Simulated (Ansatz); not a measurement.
# SrTiSe3 (built on the sites of a database entry of CaTiO3): following an unstable mode

Aim: this structure of SrTiSe3 (built on the sites of a database entry of CaTiO3) is to be tested for unstable modes, and one is followed downhill.

Main program and level: Ansatz 0.2.0; DFT LDA, scalar-relativistic, plane waves, PAW.

Most raw output is cut from this account.

The structure was built from a prototype and need not be the compound's stable phase.

## Step 1: The structure

The structure is cubic, space group Pm-3m (No. 221). Conventional cell: a = 4.900 Å, b = 4.900 Å, c = 4.900 Å, α = 90.00°, β = 90.00°, γ = 90.00°. Sr has 12 Se at 3.46 Å nearest. Ti has 6 Se at 2.45 Å nearest. Nearest to Se lie 2 Ti at 2.45 Å and 4 Sr at 3.46 Å. Farther neighbours and most contacts between anions are not listed.

## Step 2: The dispersion

The cell comes from relaxations at this level that are not shown. Stability and thermal properties need the whole zone. Linear response on a 2×2×2 q mesh gives force constants as far as a supercell of that size would.

input.yaml

```yaml
crystal:
  lattice:
    - [4.899528169, 0.0, 0.0]
    - [0.0, 4.899528169, 0.0]
    - [0.0, 0.0, 4.899528169]
  atoms:
    - { symbol: Sr, position: [0.0, 0.0, 0.0] }
    - { symbol: Ti, position: [0.5, 0.5, 0.5] }
    - { symbol: Se, position: [0.0, 0.5, 0.5] }
    - { symbol: Se, position: [0.5, 0.0, 0.5] }
    - { symbol: Se, position: [0.5, 0.5, 0.0] }
kpoints:
  mp_grid: { grid: [6, 6, 6] }
hamiltonian:
  xc: lda
scf:
  occupations: { method: methfessel_paxton, width: 0.15 }
output:
  eigenvalues: true
phonons:
  method: dfpt
  qmesh: [2, 2, 2]
  temperatures: { t_max: 1000, t_step: 50 }
  qpath:
    path:
      - [[0.0, 0.0, 0.0], [0.0, 0.5, 0.0], [0.5, 0.5, 0.0], [0.0, 0.0, 0.0], [0.5, 0.5, 0.5], [0.0, 0.5, 0.0]]
      - [[0.5, 0.5, 0.5], [0.5, 0.5, 0.0]]
    npoints: 10
```

Started as:

```sh
ansatz run input.yaml --threads 8 --pin off --max-ram 14336MiB --backend cpu --events-out ev --progress --plain --runs-dir out
```

Run time: 97 s. Hardware: 8 threads of Arm Neoverse V2, shared host; peak memory 1.3 GiB; 12 min of CPU time.

This step gave:

```yaml
volume_per_atom: 23.52 Å³
gap_on_the_k_mesh: 0 eV
sum_rule_residual_before_enforcement: 2.15e-4 eV/Å²
lowest_frequency_on_the_path: -81.53 cm⁻¹
point_group: m-3m
highest_frequency_on_the_path_or_at_a_solved_wavevector: 288.7 cm⁻¹
highest_optical_mode_at_the_zone_centre_no_lo_to_term: 268.8 cm⁻¹
lowest_optical_zone_centre_mode: -22.78 cm⁻¹
lowest_mode_on_the_q_mesh_acoustic_modes_at_gamma_apart: -81.53 cm⁻¹
```

Frequencies (cm⁻¹) solved at each irreducible wavevector; negative means imaginary. Frequencies by wavevector, by row:

```csv
q in reciprocal lattice units,star,mode 1,mode 2,mode 3,mode 4,mode 13,mode 14,mode 15
0 0 0,1,-22.8,-22.8,-22.8,0,268.8,268.8,268.8
0 0 -0.5,3,-26.1,-26.1,-3.6,-3.6,251.2,264.6,264.6
0 -0.5 -0.5,3,-76.2,-50.5,12.8,12.8,246.5,260.4,266.4
-0.5 -0.5 -0.5,1,-81.5,-81.5,-81.5,19.2,247,247,281.5
```

Interpolated from a 2×2×2 q mesh. Phonon branches along the path, in cm⁻¹:

```csv
point,branch 1,branch 2,branch 3,branch 4,branch 12,branch 13,branch 14,branch 15
Γ,-23,-23,-23,0,64,269,269,269
halfway,-20,-20,10,10,165,267,267,270
X,-26,-26,-4,-4,249,251,265,265
halfway,-44,-38,10,18,228,248,263,274
M,-76,-50,13,13,246,246,260,266
halfway,-29,-24,13,32,168,255,265,278
Γ,-23,-23,-23,0,64,269,269,269
halfway,-34,-29,-29,16,172,251,251,286
R,-82,-82,-82,19,247,247,247,282
halfway,-52,-40,-32,10,216,247,247,286
X,-26,-26,-4,-4,249,251,265,265
jump to R,-82,-82,-82,19,247,247,247,282
halfway,-79,-49,-49,18,230,247,247,284
M,-76,-50,13,13,246,246,260,266
```

Symmetry leaves 4 wavevectors to solve. The lowest mode among them, the acoustic zeros apart, lies at q = (-0.5, -0.5, -0.5) and is imaginary, 81.5i cm⁻¹, so the energy falls along it.

## Step 3: The mode frozen in, largest atomic shift 0 Å

The mode followed lies at q = (-0.5, -0.5, -0.5) with frequency 81.5i cm⁻¹ and is 3-fold degenerate, the softest among the wavevectors solved. At small amplitude the distorted cell has space group no. 140 by a symmetry search on the positions. The undistorted cell that holds it gives the zero of energy on the same k mesh.

System of this step: SrTiSe3 (built on the sites of a database entry of CaTiO3). The structure is cubic, space group Pm-3m (No. 221). The conventional cell has a = 4.900 Å, b = 4.900 Å, c = 4.900 Å, α = 90.00°, β = 90.00°, γ = 90.00°. Nearest to Sr lie 12 Se at 3.46 Å. Nearest to Ti lie 6 Se at 2.45 Å. Nearest to Se lie 2 Ti at 2.45 Å and 4 Sr at 3.46 Å. Farther neighbours and most contacts between anions are not listed.

input.yaml

```yaml
crystal:
  lattice:
    - [4.899528169, 4.899528169, 0.0]
    - [4.899528169, 0.0, 4.899528169]
    - [4.899528169, 0.0, -4.899528169]
  atoms:
    - { symbol: Sr, position: [0.0, 0.0, 0.0] }
    - { symbol: Sr, position: [0.0, 0.5, 0.5] }
    - { symbol: Ti, position: [0.5, 0.25, 0.75] }
    - { symbol: Ti, position: [0.5, 0.75, 0.25] }
    - { symbol: Se, position: [0.5, 0.0, 0.5] }
    - { symbol: Se, position: [0.5, 0.5, 0.0] }
    - { symbol: Se, position: [0.0, 0.5, 0.0] }
    - { symbol: Se, position: [0.0, 0.0, 0.5] }
    - { symbol: Se, position: [0.5, 0.0, 0.0] }
    - { symbol: Se, position: [0.5, 0.5, 0.5] }
kpoints:
  mp_grid: { grid: [6, 6, 6] }
hamiltonian:
  xc: lda
scf:
  occupations: { method: methfessel_paxton, width: 0.15 }
output:
  forces: true
  stress: true
  eigenvalues: true
```

Wall time 2.5 s (8 threads); peak memory 1.2 GiB; 17 s of CPU time.

This step gave:

* pressure: 0.09015 GPa
* energy from the undistorted cell: 0 meV/atom

The run ends at a pressure of 0.09 GPa.

## Step 4: The mode frozen in, largest atomic shift 0.6 Å

The atoms are moved along the unstable eigenvector, the largest shift by 0.6 Å, with the cell fixed.

input.yaml, the sections that differ from step 3:

```yaml
crystal:
  lattice:
    - [4.899528169, 4.899528169, 0.0]
    - [4.899528169, 0.0, 4.899528169]
    - [4.899528169, 0.0, -4.899528169]
  atoms:
    - { symbol: Sr, position: [0.0, 0.0, 0.0] }
    - { symbol: Sr, position: [0.0, 0.5, 0.5] }
    - { symbol: Ti, position: [0.5, 0.25, 0.75] }
    - { symbol: Ti, position: [0.5, 0.75, 0.25] }
    - { symbol: Se, position: [0.5, -0.0612303858, 0.5612303858] }
    - { symbol: Se, position: [0.5, 0.5612303858, -0.0612303858] }
    - { symbol: Se, position: [0.0, 0.5, 0.0] }
    - { symbol: Se, position: [0.0, 0.0, 0.5] }
    - { symbol: Se, position: [0.5, 0.0612303858, 0.0612303858] }
    - { symbol: Se, position: [0.5, 0.4387696142, 0.4387696142] }
# kpoints, hamiltonian, scf, output: as in step 3
```

The job ended after 4.5 s (8 threads; peak memory 1.3 GiB; 34 s of CPU time).

Numbers from this step:

```yaml
pressure: -0.8293 GPa
energy_from_the_undistorted_cell: -72.3 meV/atom
```

The energy, extrapolated to zero smearing, is -72.30 meV/atom against the undistorted cell.

The run ends at a pressure of -0.83 GPa, with forces up to 0.064 eV/Å.

## Step 5: Energy along the mode, all amplitudes (two of the runs are shown above)

An imaginary frequency means negative curvature, so the energy should fall and then rise again as anharmonic terms take over.

Numbers from this step:

```yaml
depth_at_the_lowest_point_sampled: 72.3 meV/atom
largest_atomic_shift_at_that_point: 0.6 Å
```

Table of energy from the parent by largest atomic shift:

```csv
largest atomic shift (Å),energy from the parent (meV/atom)
0.000,0
0.040,-0.672
0.080,-2.69
0.140,-8.25
0.220,-20.0
0.320,-37.6
0.450,-59.0
0.600,-72.3
```

Displacement at unit largest shift by atom:

```csv
atom,x (Å),y (Å),z (Å),size
Sr1,0.00,0.00,0.00,0.00
Sr2,0.00,0.00,0.00,0.00
Ti3,0.00,0.00,0.00,0.00
Ti4,0.00,0.00,0.00,0.00
Se5,0.00,0.00,-1.00,1.00
Se6,0.00,0.00,1.00,1.00
Se7,0.00,0.00,0.00,0.00
Se8,0.00,0.00,0.00,0.00
Se9,1.00,0.00,0.00,1.00
Se10,-1.00,0.00,0.00,1.00
```

The lowest of the steps tried is the last one, at 0.6 Å, 72.3 meV/atom below the parent; the bottom of the well need not coincide with a step.

## Step 6: Relaxing from the distorted cell

Starting from the lowest point found, all atoms and the cell are let go, so that strain and other modes of the same symmetry can join in.

Changes to input.yaml since step 4:

```diff
@@ -26 +26,6 @@
   eigenvalues: true
+relax:
+  adjacent_minimum: "off"
+  f_tol: 0.002
+  max_steps: 120
+  cell: { stress_tol: 0.03 }
```

It took 39 s on 8 threads; peak memory 1.4 GiB; 5 min of CPU time.

The steps of the relaxation:

```csv
step,energy less that of the first step (eV),largest force component (eV/Å),pressure (GPa),volume (Å³)
1,0.0000,0.0644,-0.83,235.23
2,-0.1738,0.0689,0.31,229.51
3,-0.3081,0.0808,-1.07,230.83
4,-0.3156,0.0730,0.58,226.03
5,-0.3222,0.0108,0.01,227.56
6,-0.3222,0.0062,-0.03,227.73
7,-0.3222,0.0003,0.00,227.62
8*,-0.3217,0.0004,0.00,227.62
```

Relaxation steps marked * repeat the geometry before them on a plane-wave basis chosen anew for their cell, so energy and pressure can jump there.

Forces are held to the 16 operations that the run works with; a distortion that breaks them can't arise in this run.

```csv
"conventional cell, symmetrised",before,after,change
a (Å),6.929,6.607,-4.6 %
b (Å),6.929,6.607,-4.6 %
c (Å),9.799,10.428,+6.4 %
volume (Å³/atom),23.52,22.76,-3.2 %
```

The atoms that moved most (Å, as changes of fractional coordinates times the final cell):

```csv
atom,dx,dy,dz,length
Se10,-0.188,0.000,0.000,0.188
Se9,0.188,0.000,0.000,0.188
Se5,0.000,0.000,-0.188,0.188
Se6,0.000,0.000,0.188,0.188
```

The relaxed structure:

```xyz
10
Lattice="4.6720 5.2139 0.0000 4.6720 0.0000 4.6720 4.6720 0.0000 -4.6720" Properties=species:S:1:pos:R:3 pbc="T T T"
Sr    0.0000    0.0000    0.0000
Sr    4.6720    0.0000    0.0000
Ti    7.0081    2.6070   -2.3360
Ti    7.0081    2.6070    2.3360
Se    4.6720    2.6070   -3.0962
Se    4.6720    2.6070    3.0962
Se    2.3360    0.0000    2.3360
Se    2.3360    0.0000   -2.3360
Se    3.0962    2.6070    0.0000
Se    6.2479    2.6070    0.0000
```

Numbers from this step:

| Item | Value |
| --- | --- |
| pressure | 0.001880 GPa |
| volume per atom | 22.76 Å³ |

The distorted start has space group I4/mcm; the relaxation ends in I4/mcm.

## Step 7: Outcome

| Item | Value |
| --- | --- |
| unstable mode of the parent | q = (-0.5, -0.5, -0.5), 82i cm⁻¹ |
| depth at the lowest point sampled | 72.3 meV/atom |
| largest atomic shift at that point | 0.6 Å |
| space group reached (within 0.01 Å) | I4/mcm |
| energy gained over the parent (first relaxation, on the mesh of the frozen mode) | 104 meV/atom |
| volume per atom, phase reached | 22.8 Å³ |

Along this mode the structure falls into I4/mcm, 104 meV/atom below the parent. At the parent's cell the well is 72.3 meV/atom deep on the steps tried, with its lowest point at a shift of 0.6 Å. That is the last step tried, so the steps alone don't bracket the bottom of the well. Relaxing atoms and cell changes the gain by +32.17 meV/atom against the lowest step (energies at zero smearing). The modes of the phase reached were not computed on this path. Of the 4 patterns followed to their end from this parent, this one reaches the lowest energy. Each path keeps the symmetry of its pattern, so a lower phase may lie along a pattern not tried. With no gap, or one that is small against the smearing, the frequencies hang on the k mesh and the smearing, most of all near Kohn anomalies. A phonon run warned that its eigensolver left some bands unconverged in a pass. The starting cell was built on a prototype and not taken from a measurement, so the phase need not exist.

[Logs are printed without paths, hosts, clocks, repeated set-up lines and the standing remarks that a program may print on its own settings, such as how far it seeks lower states.]

[Hosts, paths, dates, database ids (printed as entryN), source tags and the programs' standing remarks are cut or masked in the printed files.]
